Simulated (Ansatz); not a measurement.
# Direct or indirect: GaAs (F-43m)

```cif
data_structure
_symmetry_space_group_name_H-M 'P 1'
_symmetry_Int_Tables_number 1
_cell_length_a 3.9978
_cell_length_b 3.9978
_cell_length_c 3.9978
_cell_angle_alpha 60.000
_cell_angle_beta 60.000
_cell_angle_gamma 60.000
_cell_volume 45.18
loop_
_atom_site_label
_atom_site_type_symbol
_atom_site_fract_x
_atom_site_fract_y
_atom_site_fract_z
_atom_site_occupancy
As1 As 0.75000 0.75000 0.75000 1
Ga1 Ga 0.00000 0.00000 0.00000 1
```

Method: Ansatz, PBE, independent particles, without spin-orbit coupling, line width 0.15 eV (Gaussian). The band structure gives a fundamental gap of 0.51 eV. The spectrum of vertical transitions near the edge:

| E (eV) | Im ε, E ∥ xyz |
| --- | --- |
| 0.06 | 0.00 |
| 0.18 | 0.00 |
| 0.30 | 0.01 |
| 0.42 | 0.14 |
| 0.54 | 0.52 |
| 0.66 | 0.97 |
| 0.78 | 1.27 |
| 0.90 | 1.46 |
| 1.02 | 1.61 |
| 1.14 | 1.77 |
| 1.26 | 1.93 |
| 1.38 | 2.10 |
| 1.50 | 2.33 |
| 1.62 | 2.65 |
| 1.74 | 3.12 |
| 1.86 | 3.97 |
| 1.98 | 6.19 |

Task: Is the gap direct or indirect, and about where do vertical transitions set in?

Result: Direct: the band path has its least direct gap at the fundamental one, 0.51 eV, and the curves rise from there. Lines are broadened by 0.15 eV, which spreads the edge.

[Logs are printed without paths, hosts, clocks, repeated set-up lines and the standing remarks that a program may print on its own settings, such as how far it seeks lower states.]
